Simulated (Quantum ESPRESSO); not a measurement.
# TiClO: parallel and opposed starts, part 2 of 2

Aim: find out which collinear order of TiClO costs least.

Quantum ESPRESSO 7.5; LDA with U = 1.8 eV on Ti d (ortho-atomic projectors); plane waves with GBRV 1.5 LDA potentials, no spin-orbit coupling.

So far: Set-up; Run 1 (ferro ++).

The database entry behind the starting cell differs from later determinations by our own check (old inner coordinates), so it need not match the best structure at ambient conditions.

## (3) Run 2 (antiferro +−)

Contents of pw.in:

```
&CONTROL
  calculation = 'scf'
  prefix = 'pwscf'
  outdir = './tmp'
  pseudo_dir = './pseudo'
  disk_io = 'nowf'
  tprnfor = .true.
  tstress = .true.
/
&SYSTEM
  ibrav = 0
  nat = 6
  ntyp = 4
  ecutwfc = 40
  ecutrho = 280
  nbnd = 35
  occupations = 'smearing'
  smearing = 'fd'
  degauss = 0.00999582
  nspin = 2
  starting_magnetization(1) = 0.0833
  starting_magnetization(2) = -0.0833
  starting_magnetization(3) = 0
  starting_magnetization(4) = 0
/
&ELECTRONS
  conv_thr = 1.2d-08
  electron_maxstep = 150
  mixing_beta = 0.3
/
ATOMIC_SPECIES
Ti1    47.8670 ti_lda_v1.4.uspp.F.UPF
Ti2    47.8670 ti_lda_v1.4.uspp.F.UPF
Cl     35.4500 cl_lda_v1.4.uspp.F.UPF
O      15.9990 o_lda_v1.2.uspp.F.UPF
CELL_PARAMETERS angstrom
   3.3800000000    0.0000000000    0.0000000000
   0.0000000000    3.7900000000    0.0000000000
   0.0000000000    0.0000000000    8.0300000000
ATOMIC_POSITIONS crystal
Ti1     0.0000000000    0.5000000000    0.1220000000
Ti2     0.5000000000    0.0000000000    0.8780000000
Cl      0.5000000000    0.5000000000    0.3200000000
Cl      0.0000000000    0.0000000000    0.6800000000
O       0.5000000000    0.5000000000    0.9350000000
O       0.0000000000    0.0000000000    0.0650000000
K_POINTS automatic
6 6 6 0 0 0
HUBBARD {ortho-atomic}
U Ti1-3d 1.8000
U Ti2-3d 1.8000
```

Started as:

```bash
$ OMP_NUM_THREADS=1 mpirun -n 2 pw.x -nk 2 -in pw.in > pw.out
```

What it wrote:

```text
[banner, memory and clock lines left out]
Program PWSCF v.7.5 starts

     Message from routine setup:
     using ibrav=0 with symmetry is DISCOURAGED, use correct ibrav instead

     bravais-lattice index     =            0
     lattice parameter (alat)  =       6.3873  a.u.
     unit-cell volume          =     694.1735 (a.u.)^3
     number of atoms/cell      =            6
     number of atomic types    =            4
     number of electrons       =        50.00
     number of Kohn-Sham states=           35
     kinetic-energy cutoff     =      40.0000  Ry
     charge density cutoff     =     280.0000  Ry
     scf convergence threshold =      1.2E-08
     mixing beta               =       0.3000
     number of iterations used =            8  plain     mixing
     Exchange-correlation= SLA  PZ   NOGX NOGC
                           (   1   1   0   0   0   0   0)
     Hubbard projectors: ortho-atomic
     Hubbard parameters of DFT+U (Dudarev formulation) in eV:
     U(Ti1-3d) =  1.8000
     U(Ti2-3d) =  1.8000

     Internal variables: lda_plus_u =T, lda_plus_u_kind = 0

     Internal variables: orbital_resolved =F, hub_pot_fix =F, apply_U = F

     celldm(1)=   6.387274  celldm(2)=   0.000000  celldm(3)=   0.000000
     celldm(4)=   0.000000  celldm(5)=   0.000000  celldm(6)=   0.000000

     crystal axes: (cart. coord. in units of alat)
               a(1) = (   1.000000   0.000000   0.000000 )
               a(2) = (   0.000000   1.121302   0.000000 )
               a(3) = (   0.000000   0.000000   2.375740 )

     reciprocal axes: (cart. coord. in units 2 pi/alat)
               b(1) = (  1.000000  0.000000  0.000000 )
               b(2) = (  0.000000  0.891821  0.000000 )
               b(3) = (  0.000000  0.000000  0.420922 )

     PseudoPot. # 1 for Ti read from file:
     ti_lda_v1.4.uspp.F.UPF
     Pseudo is Ultrasoft + core correction, Zval = 12.0

     PseudoPot. # 2 for Ti read from file:
     ti_lda_v1.4.uspp.F.UPF
     Pseudo is Ultrasoft + core correction, Zval = 12.0

     PseudoPot. # 3 for Cl read from file:
     cl_lda_v1.4.uspp.F.UPF
     Pseudo is Ultrasoft + core correction, Zval =  7.0

     PseudoPot. # 4 for O  read from file:
     o_lda_v1.2.uspp.F.UPF
     Pseudo is Ultrasoft + core correction, Zval =  6.0

     atomic species   valence    mass     pseudopotential
     Ti1              12.00    47.86700     Ti( 1.00)
     Ti2              12.00    47.86700     Ti( 1.00)
     Cl                7.00    35.45000     Cl( 1.00)
     O                 6.00    15.99900     O ( 1.00)

     Starting magnetic structure
     atomic species   magnetization
     Ti1             0.083
     Ti2            -0.083
     Cl              0.000
     O               0.000

      4 Sym. Ops. (no inversion) found

   Cartesian axes

     site n.     atom                  positions (alat units)
         1        Ti1    tau(   1) = (   0.0000000   0.5606509   0.2898402  )
         2        Ti2    tau(   2) = (   0.5000000   0.0000000   2.0858994  )
         3        Cl     tau(   3) = (   0.5000000   0.5606509   0.7602367  )
         4        Cl     tau(   4) = (   0.0000000   0.0000000   1.6155030  )
         5        O      tau(   5) = (   0.5000000   0.5606509   2.2213166  )
         6        O      tau(   6) = (   0.0000000   0.0000000   0.1544231  )

     number of k points=    64  Fermi-Dirac smearing, width (Ry)=  0.0100
                       cart. coord. in units 2pi/alat
        k(    1) = (   0.0000000   0.0000000   0.0000000), wk =   0.0046296
        k(    2) = (   0.0000000   0.0000000   0.0701536), wk =   0.0092593
        k(    3) = (   0.0000000   0.0000000   0.1403072), wk =   0.0092593
        k(    4) = (   0.0000000   0.0000000  -0.2104608), wk =   0.0046296
        k(    5) = (   0.0000000   0.1486368   0.0000000), wk =   0.0092593
        [... 59 further k-points ...]

     Dense  grid:    54829 G-vectors     FFT dimensions: (  36,  40,  81)

     Smooth grid:    23761 G-vectors     FFT dimensions: (  25,  30,  64)

     Check: negative core charge=   -0.000004
     Generating pointlists ...
     new r_m :   0.2379 (alat units)  1.5197 (a.u.) for type    1
     new r_m :   0.2379 (alat units)  1.5197 (a.u.) for type    2
     new r_m :   0.2832 (alat units)  1.8087 (a.u.) for type    3
     new r_m :   0.2379 (alat units)  1.5197 (a.u.) for type    4

     Initial potential from superposition of free atoms

     starting charge      47.9999, renormalised to      50.0000

     negative rho (up, down):  1.617E-02 1.617E-02

     STARTING HUBBARD OCCUPATIONS:

     =================== HUBBARD OCCUPATIONS ===================
     ------------------------ ATOM    1 ------------------------
     Tr[ns(  1)] (up, down, total) =   1.00000  0.00000  1.00000
     Atomic magnetic moment for atom   1 =   1.00000
     [... lines left out ...]
     ------------------------ ATOM    2 ------------------------
     Tr[ns(  2)] (up, down, total) =   0.00000  1.00000  1.00000
     Atomic magnetic moment for atom   2 =  -1.00000
     [... lines left out ...]
     Number of occupied Hubbard levels =    2.0000

     Atomic wfc used for Hubbard projectors are orthogonalized

     Starting wfcs are   36 randomized atomic wfcs

     Self-consistent Calculation

     iteration #  1     ecut=    40.00 Ry     beta= 0.30
     Davidson diagonalization with overlap
     ethr =  1.00E-02,  avg # of iterations =  4.0

     =================== HUBBARD OCCUPATIONS ===================
     ------------------------ ATOM    1 ------------------------
     Tr[ns(  1)] (up, down, total) =   1.54407  0.67387  2.21794
     Atomic magnetic moment for atom   1 =   0.87020
     [... lines left out ...]
     ------------------------ ATOM    2 ------------------------
     Tr[ns(  2)] (up, down, total) =   0.67392  1.54393  2.21785
     Atomic magnetic moment for atom   2 =  -0.87001
     [... lines left out ...]
     Number of occupied Hubbard levels =    4.4358

     negative rho (up, down):  1.562E-02 1.562E-02

     total energy              =    -369.88416749 Ry
     estimated scf accuracy    <       1.08756283 Ry

     total magnetization       =     0.00 Bohr mag/cell
     absolute magnetization    =     1.83 Bohr mag/cell

     iteration #  2     ecut=    40.00 Ry     beta= 0.30
     Davidson diagonalization with overlap
     ethr =  2.18E-03,  avg # of iterations =  2.9

     negative rho (up, down):  1.551E-02 1.551E-02

     total energy              =    -370.14116464 Ry
     estimated scf accuracy    <       0.14417547 Ry

     total magnetization       =    -0.00 Bohr mag/cell
     absolute magnetization    =     1.85 Bohr mag/cell

     [... further iterations left out ...]

     iteration # 16     ecut=    40.00 Ry     beta= 0.30
     Davidson diagonalization with overlap
     ethr =  4.80E-10,  avg # of iterations =  2.0

     negative rho (up, down):  1.488E-02 1.488E-02

     total energy              =    -370.17253526 Ry
     estimated scf accuracy    <       0.00000006 Ry

     total magnetization       =     0.00 Bohr mag/cell
     absolute magnetization    =     2.09 Bohr mag/cell

     iteration # 17     ecut=    40.00 Ry     beta= 0.30
     Davidson diagonalization with overlap
     ethr =  1.25E-10,  avg # of iterations =  1.5

     negative rho (up, down):  1.488E-02 1.488E-02

     Magnetic moment per site  (integrated on atomic sphere of radius R)
     atom   1 (R=0.238)  charge=  8.5935  magn=  0.6567
     atom   2 (R=0.238)  charge=  8.5936  magn= -0.6567
     atom   3 (R=0.283)  charge=  5.0518  magn=  0.0091
     atom   4 (R=0.283)  charge=  5.0519  magn= -0.0091
     atom   5 (R=0.238)  charge=  5.3951  magn=  0.0344
     atom   6 (R=0.238)  charge=  5.3951  magn= -0.0345

     End of self-consistent calculation

     =================== HUBBARD OCCUPATIONS ===================
     ------------------------ ATOM    1 ------------------------
     Tr[ns(  1)] (up, down, total) =   1.59354  0.62433  2.21787
     Atomic magnetic moment for atom   1 =   0.96921
     [... lines left out ...]
     ------------------------ ATOM    2 ------------------------
     Tr[ns(  2)] (up, down, total) =   0.62434  1.59355  2.21789
     Atomic magnetic moment for atom   2 =  -0.96921
     [... lines left out ...]
     Number of occupied Hubbard levels =    4.4358

     Number of k-points >= 100: set verbosity='high' to print the bands.

     the Fermi energy is     7.7219 ev

!    total energy              =    -370.17253528 Ry
     estimated scf accuracy    <          1.5E-09 Ry
     smearing contrib. (-TS)   =      -0.00330623 Ry
     internal energy E=F+TS    =    -370.16922904 Ry

     The total energy is F=E-TS. E is the sum of the following terms:
     one-electron contribution =    -303.71487345 Ry
     hartree contribution      =     168.94474849 Ry
     xc contribution           =     -69.06615217 Ry
     ewald contribution        =    -166.48226139 Ry
     Hubbard energy            =       0.14930947 Ry

     total magnetization       =    -0.00 Bohr mag/cell
     absolute magnetization    =     2.09 Bohr mag/cell

     convergence has been achieved in  17 iterations

     negative rho (up, down):  1.488E-02 1.488E-02

     Forces acting on atoms (cartesian axes, Ry/au):

     atom    1 type  1   force =     0.00000000    0.00000000   -0.05461451
     atom    2 type  2   force =     0.00000000    0.00000000    0.05461354
     atom    3 type  3   force =     0.00000000    0.00000000    0.03085279
     atom    4 type  3   force =     0.00000000    0.00000000   -0.03085574
     atom    5 type  4   force =     0.00000000    0.00000000    0.02159212
     atom    6 type  4   force =     0.00000000    0.00000000   -0.02158821

     Total force =     0.093817     Total SCF correction =     0.000055

     Computing stress (Cartesian axis) and pressure

     negative rho (up, down):  1.488E-02 1.488E-02
          total   stress  (Ry/bohr**3)                   (kbar)     P=       -7.50
   0.00011576   0.00000000   0.00000000           17.03        0.00        0.00
   0.00000000  -0.00027992   0.00000000            0.00      -41.18        0.00
   0.00000000   0.00000000   0.00001121            0.00        0.00        1.65
```

Elapsed: 3.1 min, on 2 MPI ranks of Arm Neoverse V2, shared host; peak memory 0.61 GiB.

Spin moment in the atom's sphere by atom:

| atom | spin moment in the atom's sphere (μB) |
| --- | --- |
| Ti1 | 0.657 |
| Ti2 | -0.657 |
| Cl3 | 0.009 |
| Cl4 | -0.009 |
| O5 | 0.034 |
| O6 | -0.035 |

This step gave:

- smearing term TS: 0.04498 eV
- pressure: -0.75 GPa
- magnetization: 0 μB
- absolute magnetization: 2.088 μB
- final state: antiferromagnetic

## (4) Start 3: no spin polarisation

Edit pw.in of step 3 so:

```diff
@@ -12,3 +12,3 @@
   nat = 6
-  ntyp = 4
+  ntyp = 3
   ecutwfc = 40
@@ -19,7 +19,2 @@
   degauss = 0.00999582
-  nspin = 2
-  starting_magnetization(1) = 0.0833
-  starting_magnetization(2) = -0.0833
-  starting_magnetization(3) = 0
-  starting_magnetization(4) = 0
 /
@@ -31,4 +26,3 @@
 ATOMIC_SPECIES
-Ti1    47.8670 ti_lda_v1.4.uspp.F.UPF
-Ti2    47.8670 ti_lda_v1.4.uspp.F.UPF
+Ti     47.8670 ti_lda_v1.4.uspp.F.UPF
 Cl     35.4500 cl_lda_v1.4.uspp.F.UPF
@@ -40,4 +34,4 @@
 ATOMIC_POSITIONS crystal
-Ti1     0.0000000000    0.5000000000    0.1220000000
-Ti2     0.5000000000    0.0000000000    0.8780000000
+Ti      0.0000000000    0.5000000000    0.1220000000
+Ti      0.5000000000    0.0000000000    0.8780000000
 Cl      0.5000000000    0.5000000000    0.3200000000
@@ -49,3 +43,2 @@
 HUBBARD {ortho-atomic}
-U Ti1-3d 1.8000
-U Ti2-3d 1.8000
+U Ti-3d 1.8000
```

What it wrote:

```text
     [... lines left out ...]
Program PWSCF v.7.5 starts
     [... lines left out ...]
     number of atoms/cell      =            6
     [... lines left out ...]
     number of electrons       =        50.00
     number of Kohn-Sham states=           35
     kinetic-energy cutoff     =      40.0000  Ry
     charge density cutoff     =     280.0000  Ry
     scf convergence threshold =      1.2E-08
     [... lines left out ...]
      8 Sym. Ops., with inversion, found ( 4 have fractional translation)
     [... lines left out ...]
     number of k points=    64  Fermi-Dirac smearing, width (Ry)=  0.0100
     [... lines left out ...]
     iteration # 14     ecut=    40.00 Ry     beta= 0.30
     [... lines left out ...]
     Tr[ns(  1)] =   2.23785
     [... lines left out ...]
     Tr[ns(  2)] =   2.23785
     [... lines left out ...]
     the Fermi energy is     7.9879 ev
!    total energy              =    -370.13797484 Ry
     estimated scf accuracy    <          7.0E-09 Ry
     smearing contrib. (-TS)   =      -0.01952086 Ry
     [... lines left out ...]
     convergence has been achieved in  14 iterations
     [... lines left out ...]
     Total force =     0.104529     Total SCF correction =     0.000262
     [... lines left out ...]
          total   stress  (Ry/bohr**3)                   (kbar)     P=      -35.35
     [... lines left out ...]
```

Elapsed: 90 s, on 2 MPI ranks; peak memory 0.43 GiB.

Numbers from this step:

- smearing term TS: 0.2656 eV
- pressure: -3.535 GPa
- final state: non-magnetic (no spin polarisation)

## (5) Ranking

An order is kept where moments of 0.15 μB or more survive with the typed signs; meshes match where a doubled cell samples the same k points as the first cell.

Orders:

| start | final state | typed order kept | energy over the lowest (meV a seeded atom) | largest site moment (μB) | net moment (μB a cell of the first run) | mesh matched | CPU time (s) |
| --- | --- | --- | --- | --- | --- | --- | --- |
| ferro ++ | ferromagnetic | yes | 0 | 0.6687 | 1.997 | yes | 372.1 |
| antiferro +- | antiferromagnetic | yes | 1.122 | 0.6567 | 0 | yes | 367.9 |
| no spin polarisation | non-magnetic | - | 236.2 | 0 | 0 | yes | 180 |

## (6) Occupations of the corrected shells in the lowest state

Occupations of the Hubbard shells:

| block | type | shell | spin | electrons | occupation numbers |
| --- | --- | --- | --- | --- | --- |
| 1 | Ti | 3d | up | 1.604 | 0.123 0.124 0.192 0.233 0.932 |
| 1 | Ti | 3d | down | 0.6153 | 0.051 0.090 0.101 0.168 0.205 |
| 2 | Ti | 3d | up | 1.604 | 0.123 0.124 0.192 0.233 0.932 |
| 2 | Ti | 3d | down | 0.6153 | 0.051 0.090 0.101 0.168 0.205 |

## (7) What came out

* lowest state found: ferromagnetic (from ferro ++)
* largest site moment: 0.669 μB
* next state with moments: antiferromagnetic, 1.12 meV a seeded atom higher
* state without moments (under the same U): 236 meV a seeded atom higher

What this shows: The two lowest states lie so close that the mesh, the smearing, the functional or spin–orbit coupling could swap them. Under a U the spinless run pays the Hubbard penalty of a partly filled shell, so its energy overstates what forming the moments gains. Only these 3 starts were compared; other wavevectors, canted and longer-period orders were not. Energies are free energies at an electronic temperature of 1580 K, which lowers moments and differences where the moments are itinerant. The smearing term is large for its width, so states at the Fermi level are partly filled: at this level the cell is a metal or has a gap of a few widths at most.

[Logs and program files are shortened in this print: banners, set-up blocks, solver, clock and traceback lines can be left out without a mark of their own.]

[Logs are printed without paths, hosts, clocks, repeated set-up lines and the standing remarks that a program may print on its own settings, such as how far it seeks lower states.]

[Hosts, paths, dates, database ids (printed as entryN), source tags and the programs' standing remarks are cut or masked in the printed files.]

[Where a cell is said to come from a database of computed structures, the database is the Materials Project.]
